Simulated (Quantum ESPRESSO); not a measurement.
# Collinear magnetic orders of CoSi with Quantum ESPRESSO, part 3 of 3

Aim: find out which collinear order of CoSi costs least.

Quantum ESPRESSO 7.5; PBE; plane waves with GBRV 1.5 PBE potentials, no spin-orbit coupling.

So far: The starting structure; Run 1, typed as ferro ++++; Start 2: antiferro q=(0,0,1/2) +−+−+−+−; Run 3, typed as antiferro q=(0,0,1/2) +−+−−+−+; Start 4: antiferro ++−−.

The database entry behind the starting cell differs from later determinations by our own check (0.1 to 0.3 % short, probably kX units), so it need not match the best structure at ambient conditions.

## 6. Run 5 (antiferro q=(0,1/2,1/2) +−+−+−−+)

The cell is doubled to 16 atoms to hold this order.

Contents of pw.in:

```
&CONTROL
  calculation = 'scf'
  prefix = 'pwscf'
  outdir = './tmp'
  pseudo_dir = './pseudo'
  disk_io = 'nowf'
/
&SYSTEM
  ibrav = 0
  celldm(1) = 8
  nat = 16
  ntyp = 3
  ecutwfc = 40
  ecutrho = 280
  nbnd = 105
  occupations = 'smearing'
  smearing = 'fd'
  degauss = 0.00367493
  nspin = 2
  starting_magnetization(1) = 0.1176
  starting_magnetization(2) = -0.1176
  starting_magnetization(3) = 0
/
&ELECTRONS
  conv_thr = 3.2d-08
  electron_maxstep = 150
  mixing_beta = 0.3
/
ATOMIC_SPECIES
Co1    58.9332 co_pbe_v1.2.uspp.F.UPF
Co2    58.9332 co_pbe_v1.2.uspp.F.UPF
Si     28.0850 si_pbe_v1.uspp.F.UPF
CELL_PARAMETERS alat
   1.0483255676361    0.0000000000000    0.0000000000000
   0.0000000000000    2.0966511352723    0.0000000000000
   0.0000000000000    1.0483255676361    1.0483255676361
ATOMIC_POSITIONS crystal
Co1     0.1400000000    0.0000000000    0.1400000000
Co2     0.1400000000    0.5000000000    0.1400000000
Co1     0.3600000000    0.1100000000    0.6400000000
Co2     0.3600000000    0.6100000000    0.6400000000
Co1     0.6400000000    0.7500000000    0.8600000000
Co2     0.6400000000    0.2500000000    0.8600000000
Co2     0.8600000000    0.1400000000    0.3600000000
Co1     0.8600000000    0.6400000000    0.3600000000
Si      0.8430000000    0.0000000000    0.8430000000
Si      0.8430000000    0.5000000000    0.8430000000
Si      0.6570000000    0.9070000000    0.3430000000
Si      0.6570000000    0.4070000000    0.3430000000
Si      0.3430000000    0.2500000000    0.1570000000
Si      0.3430000000    0.7500000000    0.1570000000
Si      0.1570000000    0.8430000000    0.6570000000
Si      0.1570000000    0.3430000000    0.6570000000
K_POINTS automatic
8 4 8 0 0 0
```

The run is started by

```
> OMP_NUM_THREADS=1 mpirun -n 8 pw.x -nk 8 -in pw.in > pw.out
```

Log:

```text
     [... lines left out ...]
Program PWSCF v.7.5 starts
     [... lines left out ...]
     number of atoms/cell      =           16
     [... lines left out ...]
     number of electrons       =       168.00
     number of Kohn-Sham states=          105
     kinetic-energy cutoff     =      40.0000  Ry
     charge density cutoff     =     280.0000  Ry
     scf convergence threshold =      3.2E-08
     [... lines left out ...]
      2 Sym. Ops. (no inversion) found ( 1 have fractional translation)
     [... lines left out ...]
     number of k points=    90  Fermi-Dirac smearing, width (Ry)=  0.0037
     [... lines left out ...]
     iteration # 22     ecut=    40.00 Ry     beta= 0.30
     [... lines left out ...]
     Magnetic moment per site  (integrated on atomic sphere of radius R)
     atom   1 (R=0.222)  charge= 15.2924  magn= -0.0003
     atom   2 (R=0.222)  charge= 15.2924  magn=  0.0000
     atom   3 (R=0.222)  charge= 15.2926  magn=  0.0002
     atom   4 (R=0.222)  charge= 15.2926  magn= -0.0001
     atom   5 (R=0.222)  charge= 15.2924  magn= -0.0003
     atom   6 (R=0.222)  charge= 15.2924  magn=  0.0000
     atom   7 (R=0.222)  charge= 15.2926  magn= -0.0001
     atom   8 (R=0.222)  charge= 15.2926  magn=  0.0002
     atom   9 (R=0.222)  charge=  1.7029  magn=  0.0000
     atom  10 (R=0.222)  charge=  1.7029  magn=  0.0000
     atom  11 (R=0.222)  charge=  1.7029  magn=  0.0000
     atom  12 (R=0.222)  charge=  1.7029  magn=  0.0000
     atom  13 (R=0.222)  charge=  1.7029  magn=  0.0000
     atom  14 (R=0.222)  charge=  1.7029  magn=  0.0000
     atom  15 (R=0.222)  charge=  1.7029  magn=  0.0000
     atom  16 (R=0.222)  charge=  1.7029  magn=  0.0000
     [... lines left out ...]
     the Fermi energy is    16.5159 ev
!    total energy              =   -2465.36548543 Ry
     estimated scf accuracy    <       0.00000002 Ry
     smearing contrib. (-TS)   =      -0.00210529 Ry
     [... lines left out ...]
     total magnetization       =    -0.00 Bohr mag/cell
     absolute magnetization    =     0.00 Bohr mag/cell
     convergence has been achieved in  22 iterations
```

Run time: 15 min. Hardware: 8 MPI ranks of Arm Neoverse V1, shared host; peak memory 3 GiB; 2 h of CPU time.

Numbers from this step:

| Property | Result |
| --- | --- |
| smearing term TS | 0.02864 eV |
| magnetization | 0 μB |
| absolute magnetization | 0 μB |
| final state | non-magnetic |
| largest moment | 0 μB |

## 7. Run 6 (antiferro q=(0,0,1/2) +−+−+−−+)

This order needs a doubled cell of 16 atoms.

Contents of pw.in:

```
&CONTROL
  calculation = 'scf'
  prefix = 'pwscf'
  outdir = './tmp'
  pseudo_dir = './pseudo'
  disk_io = 'nowf'
/
&SYSTEM
  ibrav = 0
  celldm(1) = 8
  nat = 16
  ntyp = 3
  ecutwfc = 40
  ecutrho = 280
  nbnd = 105
  occupations = 'smearing'
  smearing = 'fd'
  degauss = 0.00367493
  nspin = 2
  starting_magnetization(1) = 0.1176
  starting_magnetization(2) = -0.1176
  starting_magnetization(3) = 0
/
&ELECTRONS
  conv_thr = 3.2d-08
  electron_maxstep = 150
  mixing_beta = 0.3
/
ATOMIC_SPECIES
Co1    58.9332 co_pbe_v1.2.uspp.F.UPF
Co2    58.9332 co_pbe_v1.2.uspp.F.UPF
Si     28.0850 si_pbe_v1.uspp.F.UPF
CELL_PARAMETERS alat
   1.0483255676361    0.0000000000000    0.0000000000000
   0.0000000000000    1.0483255676361    0.0000000000000
   0.0000000000000    0.0000000000000    2.0966511352723
ATOMIC_POSITIONS crystal
Co1     0.1400000000    0.1400000000    0.0700000000
Co2     0.1400000000    0.1400000000    0.5700000000
Co1     0.3600000000    0.8600000000    0.3200000000
Co2     0.3600000000    0.8600000000    0.8200000000
Co1     0.6400000000    0.3600000000    0.4300000000
Co2     0.6400000000    0.3600000000    0.9300000000
Co2     0.8600000000    0.6400000000    0.1800000000
Co1     0.8600000000    0.6400000000    0.6800000000
Si      0.8430000000    0.8430000000    0.4215000000
Si      0.8430000000    0.8430000000    0.9215000000
Si      0.6570000000    0.1570000000    0.1715000000
Si      0.6570000000    0.1570000000    0.6715000000
Si      0.3430000000    0.6570000000    0.0785000000
Si      0.3430000000    0.6570000000    0.5785000000
Si      0.1570000000    0.3430000000    0.3285000000
Si      0.1570000000    0.3430000000    0.8285000000
K_POINTS automatic
8 8 4 0 0 0
```

Log:

```text
     [... lines left out ...]
Program PWSCF v.7.5 starts
     [... lines left out ...]
     number of atoms/cell      =           16
     [... lines left out ...]
     number of electrons       =       168.00
     number of Kohn-Sham states=          105
     kinetic-energy cutoff     =      40.0000  Ry
     charge density cutoff     =     280.0000  Ry
     scf convergence threshold =      3.2E-08
     [... lines left out ...]
      2 Sym. Ops. (no inversion) found ( 1 have fractional translation)
     [... lines left out ...]
     number of k points=    90  Fermi-Dirac smearing, width (Ry)=  0.0037
     [... lines left out ...]
     iteration # 24     ecut=    40.00 Ry     beta= 0.30
     [... lines left out ...]
     Magnetic moment per site  (integrated on atomic sphere of radius R)
     atom   1 (R=0.222)  charge= 15.2924  magn= -0.0001
     atom   2 (R=0.222)  charge= 15.2924  magn=  0.0001
     atom   3 (R=0.222)  charge= 15.2924  magn= -0.0002
     atom   4 (R=0.222)  charge= 15.2924  magn=  0.0002
     atom   5 (R=0.222)  charge= 15.2924  magn= -0.0002
     atom   6 (R=0.222)  charge= 15.2924  magn=  0.0002
     atom   7 (R=0.222)  charge= 15.2924  magn=  0.0001
     atom   8 (R=0.222)  charge= 15.2924  magn= -0.0001
     atom   9 (R=0.222)  charge=  1.7030  magn=  0.0000
     atom  10 (R=0.222)  charge=  1.7030  magn= -0.0000
     atom  11 (R=0.222)  charge=  1.7032  magn= -0.0000
     atom  12 (R=0.222)  charge=  1.7032  magn=  0.0000
     atom  13 (R=0.222)  charge=  1.7032  magn=  0.0000
     atom  14 (R=0.222)  charge=  1.7032  magn= -0.0000
     atom  15 (R=0.222)  charge=  1.7030  magn=  0.0000
     atom  16 (R=0.222)  charge=  1.7030  magn= -0.0000
     [... lines left out ...]
     the Fermi energy is    16.5160 ev
!    total energy              =   -2465.36548552 Ry
     estimated scf accuracy    <       0.00000001 Ry
     smearing contrib. (-TS)   =      -0.00210527 Ry
     [... lines left out ...]
     total magnetization       =     0.00 Bohr mag/cell
     absolute magnetization    =     0.00 Bohr mag/cell
     convergence has been achieved in  24 iterations
```

The job ended after 14 min (8 MPI ranks; peak memory 2.8 GiB; 1.8 h of CPU time).

Read from the output:

```
smearing term TS       : 0.02864 eV
magnetization          : 0 μB
absolute magnetization : 0 μB
final state            : non-magnetic
largest moment         : 0 μB
```

## 8. Run 7, typed as no spin polarisation

Contents of pw.in:

```
&CONTROL
  calculation = 'scf'
  prefix = 'pwscf'
  outdir = './tmp'
  pseudo_dir = './pseudo'
  disk_io = 'nowf'
/
&SYSTEM
  ibrav = 0
  celldm(1) = 8
  nat = 8
  ntyp = 2
  ecutwfc = 40
  ecutrho = 280
  nbnd = 55
  occupations = 'smearing'
  smearing = 'fd'
  degauss = 0.00367493
/
&ELECTRONS
  conv_thr = 1.6d-08
  electron_maxstep = 150
  mixing_beta = 0.3
/
ATOMIC_SPECIES
Co     58.9332 co_pbe_v1.2.uspp.F.UPF
Si     28.0850 si_pbe_v1.uspp.F.UPF
CELL_PARAMETERS alat
   1.0483255676361    0.0000000000000    0.0000000000000
   0.0000000000000    1.0483255676361    0.0000000000000
   0.0000000000000    0.0000000000000    1.0483255676361
ATOMIC_POSITIONS crystal
Co      0.1400000000    0.1400000000    0.1400000000
Co      0.3600000000    0.8600000000    0.6400000000
Co      0.6400000000    0.3600000000    0.8600000000
Co      0.8600000000    0.6400000000    0.3600000000
Si      0.8430000000    0.8430000000    0.8430000000
Si      0.6570000000    0.1570000000    0.3430000000
Si      0.3430000000    0.6570000000    0.1570000000
Si      0.1570000000    0.3430000000    0.6570000000
K_POINTS automatic
8 8 8 0 0 0
```

Log:

```text
     [... lines left out ...]
Program PWSCF v.7.5 starts
     [... lines left out ...]
     number of atoms/cell      =            8
     [... lines left out ...]
     number of electrons       =        84.00
     number of Kohn-Sham states=           55
     kinetic-energy cutoff     =      40.0000  Ry
     charge density cutoff     =     280.0000  Ry
     scf convergence threshold =      1.6E-08
     [... lines left out ...]
     12 Sym. Ops. (no inversion) found ( 9 have fractional translation)
     [... lines left out ...]
     number of k points=    45  Fermi-Dirac smearing, width (Ry)=  0.0037
     [... lines left out ...]
     iteration # 19     ecut=    40.00 Ry     beta= 0.30
     [... lines left out ...]
     the Fermi energy is    16.5159 ev
!    total energy              =   -1232.68275155 Ry
     estimated scf accuracy    <          5.8E-09 Ry
     smearing contrib. (-TS)   =      -0.00105264 Ry
     [... lines left out ...]
     convergence has been achieved in  19 iterations
```

It took 33 s on 8 MPI ranks; peak memory 0.79 GiB.

This step gave:

```
smearing term TS : 0.01432 eV
final state      : non-magnetic (no spin polarisation)
```

## 9. The states side by side

An order is kept where moments of 0.15 μB or more survive with the typed signs; meshes match where a doubled cell samples the same k points as the first cell.

Orders:

| start | final state | typed order kept | energy over the lowest (meV a seeded atom) | largest site moment (μB) | net moment (μB a cell of the first run) | mesh matched | CPU time (s) |
| --- | --- | --- | --- | --- | --- | --- | --- |
| ferro ++++ | non-magnetic | no | 0.02944 | 0 | 0 | yes | 493.7 |
| antiferro q=(0,0,1/2) +-+-+-+- | non-magnetic | no | 0.02991 | 5.19e-4 | 0 | yes | 6304 |
| antiferro q=(0,0,1/2) +-+--+-+ | non-magnetic | no | 0.02991 | 0 | 0 | yes | 6554 |
| antiferro ++-- | non-magnetic | no | 0.02987 | 0 | 0 | yes | 1925 |
| antiferro q=(0,1/2,1/2) +-+-+--+ | non-magnetic | no | 0.03004 | 0 | 0 | yes | 7177 |
| antiferro q=(0,0,1/2) +-+-+--+ | non-magnetic | no | 0.02988 | 0 | 0 | yes | 6612 |
| no spin polarisation | non-magnetic | - | 0 | 0 | 0 | yes | 266.9 |

## 10. What came out

```yaml
lowest_state_found: non-magnetic (from ferro ++++, antiferro q=(0,0,1/2) +-+-+-+-, antiferro q=(0,0,1/2) +-+--+-+, antiferro ++--, antiferro q=(0,1/2,1/2) +-+-+--+, antiferro q=(0,0,1/2) +-+-+--+ and no spin polarisation)
largest_site_moment: 0 μB
```

The lowest state carries no moment, and no start kept one. Only these 7 starts were compared; other wavevectors, canted and longer-period orders were not.

[Logs and program files are shortened in this print: banners, set-up blocks, solver, clock and traceback lines can be left out without a mark of their own.]

[Logs are printed without paths, hosts, clocks, repeated set-up lines and the standing remarks that a program may print on its own settings, such as how far it seeks lower states.]

[Hosts, paths, dates, database ids (printed as entryN), source tags and the programs' standing remarks are cut or masked in the printed files.]

[Where a cell is said to come from a database of computed structures, the database is the Materials Project.]
